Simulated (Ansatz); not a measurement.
# TiTeSe monolayer, Janus under biaxial strain in the plane of the sheet, part 3 of 3

Wanted: the shifts of the zone-centre modes of TiTeSe monolayer, Janus with strain.

Ansatz 0.2.0; DFT PBEsol, scalar-relativistic, plane waves, PAW; PAW set soft_1.

So far, highest optical mode at the zone centre (no LO-TO term) (cm⁻¹): step 5 (modes at rest) 317; step 7 (strain 5 %) 283.

## Step 8: Relaxation of a member: biaxial strain of -3 % in the plane of the sheet

The cell takes a biaxial strain of -3 % in the plane of the sheet. The cell is held, and the atoms relax in it.

input.yaml

```yaml
crystal:
  lattice:
    - [3.4629272688, 0.0, 0.0]
    - [-1.7314636344, 2.9989829863, 0.0]
    - [0.0, 0.0, 30.0]
  atoms:
    - { symbol: Ti, position: [0.0, 0.0, 0.3368220759] }
    - { symbol: Se, position: [0.3333333333, 0.6666666667, 0.3857364728] }
    - { symbol: Te, position: [0.6666666667, 0.3333333333, 0.274108118] }
  periodic: [true, true, false]
kpoints:
  mp_grid: { grid: [15, 15, 1] }
hamiltonian:
  xc: pbesol
  pseudopotentials: { kind: paw, azcp: { folder: soft_1 }, xc_functional: pbe }
scf:
  occupations: { method: methfessel_paxton, width: 0.2 }
output:
  forces: true
  stress: true
  eigenvalues: true
relax:
  adjacent_minimum: "off"
  f_tol: 0.001
  max_steps: 60
```

Run with:

```bash
$ ansatz run input.yaml --threads 4 --pin off --max-ram 16384MiB --backend cpu --events-out ev --progress --plain --runs-dir out
```

Numbers of over 12 decimals in the logs are rounded to 6 here.

The log of the run:

```text
[...]
Crystal: 3 atoms, lattice volume = 311.558 Å³
Basis set: ecut = 420 eV, 6071 PW (Γ), exchange–correlation on 48×48×432 points (8 copies of the dense FFT grid, shifted against one another)
Bands: 27, of which v1, the nominal top of the filled ones, is band 22 counted from 1 (21 counted from 0)
Symmetry: 6 space group operations
[...]
--- Relaxed structure (5 steps of the walk, 4 accepted, 0 SCFs on fresh bases) ---
  F+E_penalty+E_count = -14802.39328725 eV   max|allowed force component| = 2.243e-5 eV/Å
  cell:  # Å, volume = 311.5578 Å³
    - [3.462927, 0.0, 0.0]
    - [-1.731464, 2.998983, 0.0]
    - [0.0, 0.0, 30.0]
  atoms:
    - { symbol: Ti, position: [0, 0, 0.336763] }
    - { symbol: Se, position: [0.333333, 0.666667, 0.386323] }
    - { symbol: Te, position: [0.666667, 0.333333, 0.273581] }
[key lines of the parts left out:]
SCF converged after 4 iterations
Free energy (F): -14802.393287 eV
Fermi energy:    -4.759037 eV
P = ½ c Tr σ = 2.3616 N/m
```

The job ended after 25 s (4 threads of Arm Neoverse V2, shared host; peak memory 0.73 GiB; 97 s of CPU time).

Relaxation path:

```tsv
step	energy less that of the first step (eV)	largest force component (eV/Å)
1	0.0000	0.1972
2	0.0001	0.2184
3	-0.0029	0.0275
4	-0.0029	0.0051
5	-0.0029	0.0000
```

Relaxation step 2 was tried and not accepted.

The run keeps the 6 symmetry operations that it works with, so distortions that break them were not tested.

The atoms that moved most (Å):

```tsv
atom	dx	dy	dz	length
Se2	0.000	0.000	0.018	0.018
Te3	0.000	0.000	-0.016	0.016
```

Final coordinates:

```
Ti Se Te
1.0
     3.46293    0.00000    0.00000
    -1.73146    2.99898    0.00000
     0.00000    0.00000   30.00000
Ti Se Te
1 1 1
Direct
  0.00000 0.00000 0.33676
  0.33333 0.66667 0.38632
  0.66667 0.33333 0.27358
```

Numbers from this step:

- area per atom: 3.462 Å²

The largest force component left is 0.025 meV/Å.

## Step 9: Zone-centre modes of the member: biaxial strain of -3 % in the plane of the sheet

The zone-centre modes follow for biaxial strain of -3 % in the plane of the sheet.

input.yaml, the sections that differ from step 8:

```yaml
crystal:
  lattice:
    - [3.4629272688, 0.0, 0.0]
    - [-1.7314636344, 2.9989829863, 0.0]
    - [0.0, 0.0, 30.0]
  atoms:
    - { symbol: Ti, position: [0.0, 0.0, 0.3367630141] }
    - { symbol: Se, position: [0.3333333333, 0.6666666667, 0.3863225184] }
    - { symbol: Te, position: [0.6666666667, 0.3333333333, 0.2735811342] }
  periodic: [true, true, false]
output:
  eigenvalues: true
phonons:
  method: dfpt
# kpoints, hamiltonian, scf: as in step 8
# relax: removed
```

The log of the run:

```text
[...]
Crystal: 3 atoms, lattice volume = 311.558 Å³
Basis set: ecut = 420 eV, 6071 PW (Γ), exchange–correlation on 48×48×432 points (8 copies of the dense FFT grid, shifted against one another)
Bands: 27, of which v1, the nominal top of the filled ones, is band 22 counted from 1 (21 counted from 0)
Symmetry: 6 space group operations
k-points: 64 of 225 (irreducible under 2 space group operations, time reversal used)
[...]
k-point 2: bands = [... 18 lower, -6.6828, -6.4251, -5.3972, -4.6877, -4.2953, -3.3888, -3.0551, -1.9407, ... 1 higher]
  k-point 63: bands = [... 18 lower, -7.8747, -7.6607, -7.1125, -6.6902, -4.0817, -3.5956, -2.9610, -2.4081, ... 1 higher]
[...]
ASR residual: 3.982e-5 → 0.000e0 eV/Å²; symmetrization residual: 1.814e-5 eV/Å²
  ASR residual per site (eV/Å²): 3.98e-5 3.25e-5 1.74e-5
  Γ frequencies (cm⁻¹): 0.00 0.00 0.00 104.45 104.45 165.45 215.79 215.79 336.15
[...]
[key lines of the parts left out:]
SCF converged after 12 iterations
Free energy (F): -14802.393287 eV
Fermi energy:    -4.759055 eV
```

Wall time 1.7 min (4 threads); peak memory 2.1 GiB; 6.7 min of CPU time.

Numbers from this step:

| Item | Value |
| --- | --- |
| sum-rule residual before enforcement | 3.98e-5 eV/Å² |
| highest optical mode at the zone centre (no LO-TO term) | 336.1 cm⁻¹ |
| lowest optical zone-centre mode | 104.5 cm⁻¹ |

Patterns of degenerate modes are one choice out of their space. The modes at Γ (shares of kinetic energy by element, %):

```tsv
mode	frequency (cm⁻¹)	symmetry	Ti %	Se %	Te %
1	0.0	acoustic	19	31	50
2	0.0	acoustic	19	31	50
3	0.0	acoustic	19	31	50
4	104.5	E	10	41	49
5	104.5	E	10	41	49
6	165.4	A1	2	54	44
7	215.8	E	71	28	1
8	215.8	E	71	28	1
9	336.1	A1	79	15	6
```

The lowest optical mode is real, 104 cm⁻¹, and the highest lies at 336.1 cm⁻¹.

For the highest optical mode at the zone centre (no LO-TO term), step 5 gave 317 cm⁻¹; this run, with strain -3 %, gives 336 cm⁻¹ (+6 %).

## Step 10: The series together

The members are set side by side, also those not shown above.

Energies are extrapolated to zero smearing, and E0 is that at rest; the cell is clamped and the atoms are relaxed; all runs use 15×15×1 k points and Methfessel-Paxton smearing of 0.2 eV. State of the crystal along the series:

```tsv
strain (%)	E - E0 (meV/atom)
-3	14.99
-2	6.46
-1	1.564
0	0
1	1.514
2	5.917
3	13.03
4	22.68
5	34.73
```

Optical modes are counted from below at rest and tracked from member to member by their patterns, and modes that stay within 0.3 cm⁻¹ of each other stand once; labels, where given, are those at rest; the cell is clamped and the atoms are relaxed; all runs use 15×15×1 k points and Methfessel-Paxton smearing of 0.2 eV. Optical modes along the series:

```tsv
strain (%)	optical mode 1 E (cm⁻¹)	optical mode 2 A1 (cm⁻¹)	optical mode 3 E (cm⁻¹)	optical mode 4 A1 (cm⁻¹)
-3	104.5	165.4	215.8	336.1
-2	105.1	163.8	213.8	330
-1	105.4	162.1	210.1	323.5
0	105.3	160.3	204.4	316.9
1	104.8	158.8	196.9	310.1
2	103.8	157.2	188.5	303.3
3	102.6	155.5	181.2	296.5
4	101.8	153.8	176.5	289.8
5	101.7	152.2	174.4	283.5
```

Value and slope at zero strain of a cubic (a lower polynomial where under five rows exist) through the rows within 2 % of rest. Slopes at rest:

```tsv
mode	frequency (cm⁻¹)	shift per percent of strain (cm⁻¹)
optical mode 1 E	105.3	-0.27
optical mode 2 A1	160.4	-1.62
optical mode 3 E	204.4	-6.72
optical mode 4 A1	316.9	-6.71
```

## Step 11: Outcome

```yaml
members: 9
highest_optical_mode_at_the_zone_centre_no_lo_to_term_at_rest: 316.9 cm⁻¹
optical_mode_1_e_shift_per_percent: -0.27 cm⁻¹
optical_mode_2_a1_shift_per_percent: -1.62 cm⁻¹
optical_mode_3_e_shift_per_percent: -6.72 cm⁻¹
optical_mode_4_a1_shift_per_percent: -6.71 cm⁻¹
```

**Reading.** Within 2 % of rest optical mode 1 E and optical mode 3 E bend away from a straight line, so a single slope holds only near rest. These are harmonic frequencies at zero temperature: anharmonic shifts, linewidths and thermal expansion are left out. Spin-orbit coupling is left out, which can matter for the heavy elements here. With no gap, or one that is small against the smearing, the frequencies hang on the k mesh and the smearing, most of all near Kohn anomalies. A semilocal functional can close a gap that the real compound would have, so the metallic treatment may be an artefact of the level. The starting cell was built on a prototype and not taken from a measurement. The PAW files were made for PBE; the program adapts parts of them to the functional of the run, but their partial waves stay those of PBE, an approximation that was not tested in this session. Only the zone centre was solved, so an instability at another wavevector cannot show here.

[Logs are printed without paths, hosts, clocks, repeated set-up lines and the standing remarks that a program may print on its own settings, such as how far it seeks lower states.]

[Hosts, paths, dates, database ids (printed as entryN), source tags and the programs' standing remarks are cut or masked in the printed files.]
